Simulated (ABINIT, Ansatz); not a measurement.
**TlGeH3 (Pm-3m): zone-centre phonons**

Aim: the zone-centre modes of TlGeH3 (Pm-3m).

Program: ABINIT 10.8.3. Level of theory: DFT LDA, scalar-relativistic, plane waves, HGH norm-conserving pseudopotentials. Results are calculated unless marked as measured.

The structure was built from a prototype and need not be the compound's stable phase.

## Step 1: Starting point

The structure is cubic, space group Pm-3m (No. 221). Conventional cell: a = 3.892 Å, b = 3.892 Å, c = 3.892 Å, α = 90.00°, β = 90.00°, γ = 90.00°. Nearest to Tl lie 12 H at 2.75 Å. Nearest to Ge lie 6 H at 1.95 Å. Nearest to H lie 2 Ge at 1.95 Å. Farther neighbours are not listed.

## Step 2: Relaxing the cell and atoms

The harmonic expansion needs vanishing forces, and a free crystal bears no stress, so cell and atoms are brought to rest. Stress is more sensitive to the basis than forces are: the last 3 Ha under the cutoff are smoothed with ecutsm, and the cutoff is raised above that of the later runs.

The starting cell comes from a relaxation made beforehand in Ansatz (LDA, PseudoDojo NC).

The input, relax.abi:

```
# relaxation
ionmov 2
optcell 2
dilatmx 1.08
ntime 40
tolmxf 1.0d-05
tolvrs 1.0d-14
prtwf 0
prtden 0
chksymtnons 0

# basis, mesh and filling
ecut 43.0
ecutsm 3.0
ixc 7
ngkpt 8 8 8
nshiftk 1
shiftk 0.0 0.0 0.0
istwfk *1
occopt 7
tsmear 0.01
nband 11
nstep 100
diemac 1000000.0
prtebands 0
prtgsr 0

# cell and atoms
acell 3*1.0 Angstrom
rprim 
    3.892088113 0.0 0.0
    0.0 3.892088113 0.0
    0.0 0.0 3.892088113
ntypat 3
znucl 81 32 1
natom 5
typat 1 2 3 3 3
xred 
    0.0 0.0 0.0
    0.5 0.5 0.5
    0.5 0.5 0.0
    0.5 0.0 0.5
    0.0 0.5 0.5
pp_dirpath "./pseudo"
pseudos "Tl.hgh, Ge.hgh, H.hgh"
```

On the command line:

```bash
OMP_NUM_THREADS=1 mpirun -n 4 abinit relax.abi > relax.log
```

Numbers of over 12 decimals in the logs are rounded to 6 here.

relax.abo, the main output file:

```text
[banners, grids, parts of the stress and lines that vanish by symmetry left out]
- input  file    -> relax.abi
- output file    -> relax.abo
- root for input  files -> relaxi
[...]
Symmetries : space group Pm -3 m (#221); Bravais cP (primitive cubic)
[...]
mpw =        6816          nfft =      110592          nkpt =          35
[...]
== DATASET  1 ==================================================================
[...]
cutoff_energies: {ecut:  43.0, pawecutdg:  -1.0, }
[...]
Exchange-correlation functional for the present dataset will be:
  LDA: Perdew-Wang 92 LSD fit to Ceperley-Alder data - ixc=7
[...]
ETOT  1  -7.770906    -7.771E+00 2.615E-02 5.518E+02
 ETOT  2  -7.816572    -4.567E-02 1.753E-03 4.511E+00
 ETOT  3  -7.816724    -1.522E-04 3.662E-04 3.054E-01
 ETOT  4  -7.816738    -1.342E-05 1.992E-04 1.799E-03
 ETOT  5  -7.816738    -1.730E-07 6.907E-05 1.010E-04
[...]
At SCF step   10       vres2   =  1.18E-15 < tolvrs=  1.00E-14 =>converged.
[...]
sigma(1 1)=  5.14667562E-05  sigma(3 2)=  0.00000000E+00
  sigma(2 2)=  5.14667562E-05  sigma(3 1)=  0.00000000E+00
  sigma(3 3)=  5.14667562E-05  sigma(2 1)=  0.00000000E+00
[...]
convergence: {deltae:  1.519E-13, res2:  1.182E-15, residm:  4.130E-05, diffor: null, }
etotal    :  -7.81673784E+00
[...]
ETOT  1  -7.816815    -7.817E+00 4.076E-05 1.395E-01
[...]
At SCF step    8       vres2   =  2.48E-15 < tolvrs=  1.00E-14 =>converged.
[...]
sigma(1 1)=  4.42786839E-05  sigma(3 2)=  0.00000000E+00
  sigma(2 2)=  4.42786839E-05  sigma(3 1)=  0.00000000E+00
  sigma(3 3)=  4.42786839E-05  sigma(2 1)=  0.00000000E+00
[...]
convergence: {deltae:  5.231E-13, res2:  2.478E-15, residm:  6.571E-06, diffor: null, }
etotal    :  -7.81682596E+00
[...]
ETOT  1  -7.816676    -7.817E+00 3.640E-02 4.870E+00
[...]
At SCF step    9       vres2   =  7.70E-16 < tolvrs=  1.00E-14 =>converged.
[...]
sigma(1 1)= -2.19563417E-06  sigma(3 2)=  0.00000000E+00
  sigma(2 2)= -2.19563417E-06  sigma(3 1)=  0.00000000E+00
  sigma(3 3)= -2.19563417E-06  sigma(2 1)=  0.00000000E+00
[...]
convergence: {deltae: -1.403E-13, res2:  7.695E-16, residm:  6.101E-09, diffor: null, }
etotal    :  -7.81706089E+00
[...]
ETOT  1  -7.817061    -7.817E+00 1.767E-07 1.070E-02
[...]
ETOT  7  -7.817061    -1.963E-13 4.706E-11 2.054E-14
 ETOT  8  -7.817061     2.958E-13 5.169E-12 1.201E-16
 At SCF step    8       vres2   =  1.20E-16 < tolvrs=  1.00E-14 =>converged.
[...]
sigma(1 1)=  8.45212654E-08  sigma(3 2)=  0.00000000E+00
  sigma(2 2)=  8.45212654E-08  sigma(3 1)=  0.00000000E+00
  sigma(3 3)=  8.45212654E-08  sigma(2 1)=  0.00000000E+00
[...]
convergence: {deltae:  2.958E-13, res2:  1.201E-16, residm:  5.169E-12, diffor: null, }
etotal    :  -7.81706141E+00
[...]
At Broyd/MD step   4, gradients are converged :
[...]
sigma(1 1)=  8.45212654E-08  sigma(3 2)=  0.00000000E+00
  sigma(2 2)=  8.45212654E-08  sigma(3 1)=  0.00000000E+00
  sigma(3 3)=  8.45212654E-08  sigma(2 1)=  0.00000000E+00
[...]
- sigma(1 1)=  2.48670148E-03  sigma(3 2)=  0.00000000E+00
- sigma(2 2)=  2.48670148E-03  sigma(3 1)=  0.00000000E+00
- sigma(3 3)=  2.48670148E-03  sigma(2 1)=  0.00000000E+00
[...]
fcart     -0.0000000000E+00 -0.0000000000E+00 -0.0000000000E+00
           strten      8.4521265422E-08  8.4521265421E-08  8.4521265421E-08
================================================================================

[key lines of the parts left out:]
pressure_GPa:  -2.4867E-03
Total energy (etotal) [Ha]= -7.81706140871079E+00
```

Run time: 48 s. Hardware: 4 MPI ranks of Arm Neoverse V2, shared host; 3.2 min of CPU time.

Step by step:

| step | energy less that of the first step (eV) | largest force (eV/Å) | volume (Å³) |
| --- | --- | --- | --- |
| 1 | 0.0000 | 0.0000 | 58.96 |
| 2 | -0.0024 | 0.0000 | 58.69 |
| 3 | -0.0088 | 0.0000 | 57.08 |
| 4 | -0.0088 | 0.0000 | 57.15 |

| conventional cell, symmetrised | before | after | change |
| --- | --- | --- | --- |
| a (Å) | 3.892 | 3.852 | -1.0 % |
| b (Å) | 3.892 | 3.852 | -1.0 % |
| c (Å) | 3.892 | 3.852 | -1.0 % |
| volume (Å³/atom) | 11.79 | 11.43 | -3.1 % |

This step gave:

```
volume per atom   : 11.43 Å³
pressure          : -0.002487 GPa
gap on the k-mesh : 0 eV
```

The volume changes by -3.1 % from the cell with which this run began.

## Step 3: Ground state

The response is built on these wavefunctions, so the potential is converged far more tightly than an energy would need. Occupations are smeared.

The input, gs.abi:

```
# ground state
tolvrs 1.0d-16
prtden 1
prtwf 1

# basis, mesh and filling
ecut 35.0
ixc 7
ngkpt 8 8 8
nshiftk 1
shiftk 0.0 0.0 0.0
istwfk *1
occopt 7
tsmear 0.01
nband 11
nstep 100
diemac 1000000.0
prtebands 0
prtgsr 0

# cell and atoms
acell 3*1.0 Angstrom
rprim 
    3.851900904 0.0 0.0
    0.0 3.851900904 0.0
    0.0 0.0 3.851900904
ntypat 3
znucl 81 32 1
natom 5
typat 1 2 3 3 3
xred 
    0.0 0.0 0.0
    0.5 0.5 0.5
    0.5 0.5 0.0
    0.5 0.0 0.5
    0.0 0.5 0.5
pp_dirpath "./pseudo"
pseudos "Tl.hgh, Ge.hgh, H.hgh"
```

On the command line:

```bash
OMP_NUM_THREADS=1 mpirun -n 4 abinit gs.abi > gs.log
```

gs.abo, the main output file:

```text
[banners, grids, parts of the stress and lines that vanish by symmetry left out]
- input  file    -> gs.abi
- output file    -> gs.abo
- root for input  files -> gsi
[...]
Symmetries : space group Pm -3 m (#221); Bravais cP (primitive cubic)
[...]
mpw =        3840          nfft =       64000          nkpt =          35
[...]
== DATASET  1 ==================================================================
[...]
cutoff_energies: {ecut:  35.0, pawecutdg:  -1.0, }
[...]
Exchange-correlation functional for the present dataset will be:
  LDA: Perdew-Wang 92 LSD fit to Ceperley-Alder data - ixc=7
[...]
ETOT  1  -7.770273    -7.770E+00 1.877E-02 3.113E+02
 ETOT  2  -7.815425    -4.515E-02 3.089E-03 2.733E+00
 ETOT  3  -7.815586    -1.616E-04 3.757E-04 1.630E-01
 ETOT  4  -7.815598    -1.221E-05 2.180E-04 1.070E-03
 ETOT  5  -7.815599    -1.894E-07 2.455E-04 5.523E-05
[...]
ETOT 10  -7.815599    -2.220E-13 7.342E-06 5.642E-16
 ETOT 11  -7.815599     1.563E-13 5.112E-06 2.306E-18
 At SCF step   11       vres2   =  2.31E-18 < tolvrs=  1.00E-16 =>converged.
[...]
sigma(1 1)=  1.64770670E-05  sigma(3 2)=  0.00000000E+00
  sigma(2 2)=  1.64770670E-05  sigma(3 1)=  0.00000000E+00
  sigma(3 3)=  1.64770670E-05  sigma(2 1)=  0.00000000E+00
[...]
convergence: {deltae:  1.563E-13, res2:  2.306E-18, residm:  5.112E-06, diffor: null, }
etotal    :  -7.81559869E+00
[...]
sigma(1 1)=  1.64770670E-05  sigma(3 2)=  0.00000000E+00
  sigma(2 2)=  1.64770670E-05  sigma(3 1)=  0.00000000E+00
  sigma(3 3)=  1.64770670E-05  sigma(2 1)=  0.00000000E+00
[...]
- sigma(1 1)=  4.84772049E-01  sigma(3 2)=  0.00000000E+00
- sigma(2 2)=  4.84772049E-01  sigma(3 1)=  0.00000000E+00
- sigma(3 3)=  4.84772049E-01  sigma(2 1)=  0.00000000E+00
[...]
fcart     -0.0000000000E+00 -0.0000000000E+00 -0.0000000000E+00
           strten      1.6477067033E-05  1.6477067033E-05  1.6477067033E-05
================================================================================

[key lines of the parts left out:]
pressure_GPa:  -4.8477E-01
```

Wall time 10 s (4 MPI ranks).

Read from the output:

| Quantity | Value |
| --- | --- |
| pressure | -0.4848 GPa |

The cell stands at -0.48 GPa: the relaxation ran with a smoothed and higher cutoff, and the difference is a stress of the finite basis.

[end of part 1 of 4]

[Host names and launcher messages were left out of these logs when they were recorded.]

[Logs are printed without paths, hosts, clocks, repeated set-up lines and the standing remarks that a program may print on its own settings, such as how far it seeks lower states.]

[Hosts, paths, dates, database ids (printed as entryN), source tags and the programs' standing remarks are cut or masked in the printed files.]
